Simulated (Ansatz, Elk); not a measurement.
# How far do independent atoms describe CrBPtN?

Structure refinements treat a crystal as free atoms side by side. For a made-up structure of CrBPtN (cell and positions from a PBEsol relaxation) the runs below show what the calculated density changes in F(hkl).

Method: DFT, PBE, all-electron APW+lo, Dirac cores, scalar-relativistic bands, static density, no spin, in Elk 11.2.3 (patched build).

This account leaves out most program logs.

The structure was built from a prototype and need not be the compound's stable phase.

### Step 1. Starting point

The structure is orthorhombic, space group Amm2 (No. 38). Conventional cell: a = 2.671 Å, b = 2.693 Å, c = 12.735 Å, α = 90.00°, β = 90.00°, γ = 90.00°. Pt has 4 Cr at 2.60 Å and 4 Pt at 2.67 to 2.69 Å nearest. Nearest to Cr lie 2 N at 2.06 Å and 4 B at 2.22 Å. Nearest to N lie 2 B at 1.40 Å and 2 Cr at 2.06 Å. B has 2 N at 1.40 Å and 4 Cr at 2.22 Å nearest. Farther neighbours and most contacts between anions are not listed.

### Step 2. Ground state and structure factors

An all-electron density is needed, since X-rays see the cores too. Task 0 finds the density and task 195 Fourier-transforms it; tshift is off so that phases refer to the origin typed.

The input, elk.in:

```
tasks
  0
  195

xctype
  20

spinpol
  .false.

rgkmax
  7.0

gmaxvr
  14.0

lmaxo
  7

lmaxapw
  8

swidth
  0.002

tshift
  .false.

ramdisk
  .false.

hmaxvr
  5.5

maxscl
  120

epspot
  1e-06

sppath
  './'

avec
  5.04772851541 0.00000000000 0.00000000000
  0.00000000000 2.54488189170 12.03286106114
  0.00000000000 -2.54488189170 12.03286106114

atoms
  4
  'Pt.in'
  1
  -0.0000000000 0.7891166097 0.7891166097   0.000000 0.000000 0.000000
  'Cr.in'
  1
  0.5000000000 0.1500120723 0.1500120723   0.000000 0.000000 0.000000
  'N.in'
  1
  0.5000000000 0.5271335530 0.5271335530   0.000000 0.000000 0.000000
  'B.in'
  1
  -0.0000000000 0.5599377650 0.5599377650   0.000000 0.000000 0.000000

ngridk
  8 8 8
```

Launch:

```sh
> OMP_NUM_THREADS=4 elk
```

Wall time 2.2 min (4 threads of Arm Neoverse V2, shared host); peak memory 0.21 GiB; 8.3 min of CPU time.

SFACRHO.OUT:

```text

h k l indices transformed by vhmat matrix:
   1.000000000       0.000000000       0.000000000    
   0.000000000       1.000000000       0.000000000    
   0.000000000       0.000000000       1.000000000    

      h      k      l  multipl.   |H|            Re(F)            Im(F)           |F|

      0      0      0      1   0.0000000       114.00000     -0.86425953E-16   114.00000    
      0      1      1      1  0.52216886      -64.109306      -8.9129280       64.725910    
      0     -1     -1      1  0.52216886      -64.109306       8.9129280       64.725910    
      0      2      2      1   1.0443377       27.243707       53.191494       59.762485    
      0     -2     -2      1   1.0443377       27.243707      -53.191494       59.762485    
      1      0      0      2   1.2447550       46.763303      0.11548998E-13   46.763303    
      0     -1      0      2   1.2617818       19.343991       52.023314       55.503290    
      0      0      1      2   1.2617818       19.343991      -52.023314       55.503290    
     -1      1      1      2   1.3498427      -55.038623      -47.549834       72.734014    
     -1     -1     -1      2   1.3498427      -55.038623       47.549834       72.734014    
      0     -2     -1      2   1.4619897      -64.758561      -48.534667       80.927654    
      0      1      2      2   1.4619897      -64.758561       48.534667       80.927654    
      0     -3     -3      1   1.5665066       7.9510422       67.306660       67.774667    
      0      3      3      1   1.5665066       7.9510422      -67.306660       67.774667    
      1     -2     -2      2   1.6248250       44.890153      -61.527377       76.162615    
     -1      2      2      2   1.6248250       44.890153       61.527377       76.162615    
     -1      0     -1      4   1.7724300       7.2212818       71.958041       72.319475    
     -1      1      0      4   1.7724300       7.2212818      -71.958041       72.319475
```

Elk indexes on the primitive cell of elk.in and gives |H| = 4π sin θ/λ in inverse bohr. Below, one row stands for each form hkl of the conventional cell (m members, Friedel mates merged), F is for one primitive cell and the density is static (no thermal factor). Free-atom factors are Waasmaier and Kirfel's, and R is Σm||F|−|F'||/Σm|F|. Elk warned that it couldn't find a linearisation energy, which lowers the accuracy of some states in this run and its variants.

```tsv
hkl	m	sin θ/λ (Å⁻¹)	abs F, DFT	neutral atoms	diff.	abs of complex diff.
002	2	0.079	64.726	64.858	-0.132	0.192
004	2	0.157	59.762	59.450	+0.312	0.337
100	2	0.187	46.763	46.682	+0.081	0.081
011	4	0.190	55.503	55.588	-0.084	0.679
102	4	0.203	72.734	73.015	-0.282	0.589
013	4	0.220	80.928	81.372	-0.444	0.491
006	2	0.236	67.775	68.408	-0.634	0.687
104	4	0.244	76.163	76.828	-0.666	0.705
111	8	0.267	72.319	72.714	-0.395	0.476
015	4	0.270	68.764	69.077	-0.313	0.355
113	8	0.289	45.502	45.504	-0.002	0.077
106	4	0.301	54.745	54.753	-0.007	0.061
008	2	0.314	72.634	72.758	-0.123	0.142
115	8	0.329	55.932	55.981	-0.049	0.097
017	4	0.332	42.528	42.557	-0.029	0.244
108	4	0.366	44.294	44.393	-0.099	0.126
020	2	0.371	71.113	70.999	+0.113	0.113
200	2	0.374	70.436	70.690	-0.254	0.254
022	4	0.380	48.310	48.455	-0.145	0.154
117	8	0.381	62.916	63.015	-0.100	0.112
202	4	0.383	48.512	48.288	+0.224	0.250
0 0 10	2	0.393	41.101	41.279	-0.178	0.183
```

### Step 3. The highest occupied states alone

An energy window below the Fermi level keeps the highest occupied states, to see at which angles they scatter; shallow core shells can lie inside it and anion s states outside. No new self-consistency is needed.

elk.in, as its differences from that of step 2:

```diff
@@ -1,3 +1,2 @@
 tasks
-  0
   195
@@ -40,2 +39,5 @@
 
+wsfac
+  -0.100630 0.640360
+
 sppath
```

Launch:

```sh
> OMP_NUM_THREADS=4 elk
```

Run time: 6.6 s. Hardware: 4 threads; peak memory 0.18 GiB; 13 s of CPU time.

States within 12 eV below the Fermi level hold 22.00 electrons; any levels below the window count with the cores. Their amplitudes can exceed the total, where window and core parts have opposite phase:

```tsv
hkl	sin θ/λ (Å⁻¹)	abs F, window	abs F, all
002	0.079	5.338	64.726
004	0.157	5.315	59.762
100	0.187	0.253	46.763
011	0.190	2.272	55.503
102	0.203	4.922	72.734
013	0.220	5.714	80.928
006	0.236	2.664	67.775
104	0.244	2.596	76.163
111	0.267	2.673	72.319
015	0.270	3.058	68.764
```

### Step 4. Another functional

The difference from free atoms is small, so it is set against the change that LDA (Perdew-Wang) makes.

elk.in, as its differences from that of step 3:

```diff
@@ -1,2 +1,3 @@
 tasks
+  0
   195
@@ -4,3 +5,3 @@
 xctype
-  20
+  3
 
@@ -39,5 +40,2 @@
 
-wsfac
-  -0.100630 0.640360
-
 sppath
```

Launch:

```sh
> OMP_NUM_THREADS=4 elk
```

Elapsed: 82 s, on 4 threads; peak memory 0.18 GiB.

Against the first run R = 0.02 %; the largest change is -0.032 at 004.

### Step 5. Basis size

A smaller basis shows how fast F responds to it; the change is likely larger than the basis error of the first run, but doesn't show convergence.

elk.in, as its differences from that of step 4:

```diff
@@ -5,3 +5,3 @@
 xctype
-  3
+  20
 
@@ -11,3 +11,3 @@
 rgkmax
-  7.0
+  5.5
```

Launch:

```sh
> OMP_NUM_THREADS=4 elk
```

Wall time 89 s (4 threads); peak memory 0.22 GiB.

Against the first run R = 0.04 %; the largest change is +0.094 at 022.

### Step 6. A coarser k-mesh

About half the k-points along each axis test the sampling.

elk.in, as its differences from that of step 5:

```diff
@@ -11,3 +11,3 @@
 rgkmax
-  5.5
+  7.0
 
@@ -64,2 +64,2 @@
 ngridk
-  8 8 8
+  4 4 4
```

Launch:

```sh
> OMP_NUM_THREADS=4 elk
```

Wall time 31 s (4 threads); peak memory 0.18 GiB.

Against the first run R = 0.02 %; the largest change is -0.059 at 300.

### Step 7. Settings against the effect

```tsv
run	R against the first run (%)	R against neutral atoms, low angle (%)	wall time
PBE, rgkmax 7	0.00	0.45	2.2 min
LDA (Perdew-Wang)	0.02	0.45	82 s
rgkmax 5.5	0.04	0.45	89 s
k-mesh 4×4×4	0.02	0.45	31 s
```

### Step 8. Outcome

```yaml
r_against_neutral_atoms_sin_theta_lambda_0p3_a_minus1: 0.45 %
r_against_neutral_atoms_0p3_to_0p81_a_minus1: 0.19 %
```

In words: Independent neutral atoms miss the calculated amplitudes by R = 0.45 % below 0.3 Å⁻¹ and 0.19 % from there to 0.81 Å⁻¹; by shells, 0.20 % below 0.15 Å⁻¹ (1 form), 0.46 % 0.15 to 0.3 (10 forms), 0.19 % 0.3 to 0.45 (23 forms), 0.20 % above 0.45 (115 forms). Bonding, aspherical density and the tables' own atoms all enter these figures, and the runs don't part them. The largest change of an amplitude is -0.67 electrons, at 104. R counts amplitudes alone; phases shift too. The window's part falls from 22.0 electrons at the origin to at most 0.77 between 0.45 and 0.81 Å⁻¹. Below 0.3 Å⁻¹ the changes that finished (LDA (Perdew-Wang), rgkmax 5.5 and k-mesh 4×4×4) move F by R = 0.03 % at most, against the 0.45 % that separates it from free atoms. These runs have no spin, though d or f shells may be open. Spin-orbit coupling is left out, which can matter for elements this heavy. Part of the difference isn't bonding: the tables are fits to free atoms and ions calculated by other methods than this functional. Thermal motion, anomalous dispersion and extinction are left out.

[Logs are printed without paths, hosts, clocks, repeated set-up lines and the standing remarks that a program may print on its own settings, such as how far it seeks lower states.]

[Hosts, paths, dates, database ids (printed as entryN), source tags and the programs' standing remarks are cut or masked in the printed files.]
